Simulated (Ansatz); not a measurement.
# A convergence test on BiOBr (P4/nmm): k mesh of the density

How far can the k mesh of the density be lowered for the gap of BiOBr (P4/nmm)?

Calculated with Ansatz 0.2.0; DFT, LDA, plane waves, PAW.

This is a report of a sequence of runs, with the program logs left out and the cost of each run kept.

### Step 1. Set-up

Symmetry: P4/nmm, No. 129, tetragonal system. The conventional cell has a = 3.916 Å, b = 3.916 Å, c = 8.077 Å, α = 90.00°, β = 90.00°, γ = 90.00°. Bi has 4 O at 2.32 Å and 4 Br at 3.18 Å nearest. Nearest to Br lie 4 Bi at 3.18 Å. O has 4 Bi at 2.32 Å nearest. Farther neighbours, and contacts between anions beyond the nearest, are not listed.

The cell and positions come from the Crystallography Open Database and are kept as given unless a step says otherwise. The default PAW set here is soft_2. Its files were made with PBE.

### Step 2. k mesh of the density: 2×2×2

input.yaml

```yaml
crystal:
  lattice:
    - [3.916, 0.0, 0.0]
    - [0.0, 3.916, 0.0]
    - [0.0, 0.0, 8.077]
  atoms:
    - { symbol: Bi, position: [0.0, 0.5, 0.154] }
    - { symbol: Bi, position: [0.5, 0.0, 0.846] }
    - { symbol: Br, position: [0.0, 0.5, 0.653] }
    - { symbol: Br, position: [0.5, 0.0, 0.347] }
    - { symbol: O, position: [0.0, 0.0, 0.0] }
    - { symbol: O, position: [0.5, 0.5, 0.0] }
kpoints:
  mp_grid: { grid: [2, 2, 2] }
  band_path:
    path:
      - [0.0, 0.0, 0.0]
      - [0.0, 0.5, 0.0]
      - [0.5, 0.5, 0.0]
      - [0.0, 0.0, 0.5]
      - [0.0, 0.5, 0.5]
      - [0.5, 0.5, 0.5]
      - [0.0, 0.4, 0.5]
      - [0.0, 0.0, 0.4]
    npoints: 1
hamiltonian:
  xc: lda
scf:
  occupations: { method: fixed }
  n_extra_bands: 6
output:
  eigenvalues: true
```

The run is started by

```
ansatz run input.yaml --threads 4 --pin off --max-ram 18432MiB --backend cpu --events-out ev --progress --plain --runs-dir out
```

It took 0.87 s on 4 threads of Arm Neoverse V1, shared host; peak memory 0.37 GiB; 2.7 s of CPU time.

Numbers from this step:

```
gap                  : 1.974 eV
valence top at       : k = (0.000, 0.400, 0.500)
conduction bottom at : k = (0.000, 0.000, 0.400)
least direct gap     : 2.130 eV
```

The gap is indirect, with the least direct gap 0.16 eV higher.

### Step 3. k mesh of the density: 4×4×2

Changes to input.yaml since step 2:

```diff
@@ -13,3 +13,3 @@
 kpoints:
-  mp_grid: { grid: [2, 2, 2] }
+  mp_grid: { grid: [4, 4, 2] }
   band_path:
```

Run time: 1.3 s. Hardware: 4 threads; peak memory 0.41 GiB.

Read from the output:

* gap: 2.035 eV
* valence top at: k = (0.000, 0.400, 0.500)
* conduction bottom at: k = (0.000, 0.000, 0.400)
* least direct gap: 2.209 eV

The gap is 2.035 eV, +0.061 eV from the run before at this level.

### Step 4. k mesh of the density: 6×6×4 (the default)

input.yaml, the sections that differ from step 3:

```yaml
kpoints:
  mp_grid: { grid: [6, 6, 4] }
  band_path:
    path:
      - [[0.0, 0.0, 0.0], [0.0, 0.5, 0.0], [0.5, 0.5, 0.0], [0.0, 0.0, 0.0], [0.0, 0.0, 0.5], [0.0, 0.5, 0.5], [0.5, 0.5, 0.5], [0.0, 0.0, 0.5]]
      - [[0.0, 0.5, 0.0], [0.0, 0.5, 0.5]]
      - [[0.5, 0.5, 0.0], [0.5, 0.5, 0.5]]
    npoints: 10
scf:
  occupations: { method: fermi_dirac, width: 0.02 }
  n_extra_bands: 6
output:
  eigenvalues: true
  write_density: true
  write_potential: true
  elf: true
  volumetric_format: npy
# crystal, hamiltonian: as in step 3
```

The job ended after 4.3 s (4 threads; peak memory 0.5 GiB).

This step gave:

```
gap                  : 2.039 eV
valence top at       : k = (0.000, 0.400, 0.500)
conduction bottom at : k = (0.000, 0.000, 0.400)
least direct gap     : 2.214 eV
```

The gap is 2.039 eV, +0.005 eV from the run before at this level.

### Step 5. k mesh of the density: 8×8×4

input.yaml, the sections that differ from step 4:

```yaml
kpoints:
  mp_grid: { grid: [8, 8, 4] }
  band_path:
    path:
      - [0.0, 0.0, 0.0]
      - [0.0, 0.5, 0.0]
      - [0.5, 0.5, 0.0]
      - [0.0, 0.0, 0.5]
      - [0.0, 0.5, 0.5]
      - [0.5, 0.5, 0.5]
      - [0.0, 0.4, 0.5]
      - [0.0, 0.0, 0.4]
    npoints: 1
scf:
  occupations: { method: fixed }
  n_extra_bands: 6
# crystal, hamiltonian, output: as in step 4
```

The job ended after 3.5 s (4 threads; peak memory 0.48 GiB; 13 s of CPU time).

This step gave:

```
gap                  : 2.040 eV
valence top at       : k = (0.000, 0.400, 0.500)
conduction bottom at : k = (0.000, 0.000, 0.400)
least direct gap     : 2.215 eV
```

The gap is 2.040 eV, as in the run before at this level.

### Step 6. The series

Differences are against the last row; a negative gap means that bands overlap, and a run with a band path holds that path's time. Times are wall times on 4 threads of Arm Neoverse V1, shared host, good to a factor of about two.

| k mesh of the density | gap (eV) | direct gap (eV) | gap error (eV) | energy error (meV/atom) | irreducible k | time |
| --- | --- | --- | --- | --- | --- | --- |
| 2×2×2 | 1.974 | 2.130 | −0.066 | +68.3 | 6 | 0.87 s |
| 4×4×2 | 2.035 | 2.209 | −0.005 | +1.9 | 12 | 1.3 s |
| 6×6×4 | 2.039 | 2.214 | −0.0003 | +0.1 | 30 | 4.3 s |
| 8×8×4 | 2.040 | 2.215 | +0.000 | +0.0 | 45 | 3.5 s |

### Step 7. Summary of results

| Quantity | Value |
| --- | --- |
| 2×2×2 | 1.974 eV |
| 4×4×2 | 2.035 eV |
| 6×6×4 | 2.039 eV |
| 8×8×4 | 2.040 eV |

What this shows: The gap holds to 0.02 eV from 4×4×2 on. At 2×2×2 the gap is off by −0.066 eV and the energy by +68 meV/atom. The gap is read over the mesh and added points near the edges, so meshes differ mainly through the density and, for a hybrid, the exchange operator.

[Long decimals in the printed logs are rounded to 6 places.]

[Logs are printed without paths, hosts, clocks, repeated set-up lines and the standing remarks that a program may print on its own settings, such as how far it seeks lower states.]

[Paths, hosts, dates, memory and timing lines, banners, echoed tables and standing remarks are left out of the program output; an Ansatz launch command may be rebuilt from the run's recorded settings. Measured values are a selection of at most five: reports struck by readers or far from the other reports are left out. None is set beside runs whose start may be inverted or whose files or cutoffs have a known fault.]

[Runs of the session that timed out or met a known fault of the program may be left out.]

[Cells called generated may have been cut or substituted from an entry of the Crystallography Open Database or the Materials Project.]

[Hosts, paths, dates, database ids (printed as entryN), source tags and the programs' standing remarks are cut or masked in the printed files.]

[Where the starting crystal was built by hand or by swapping elements, it need not be the compound's stable phase.]
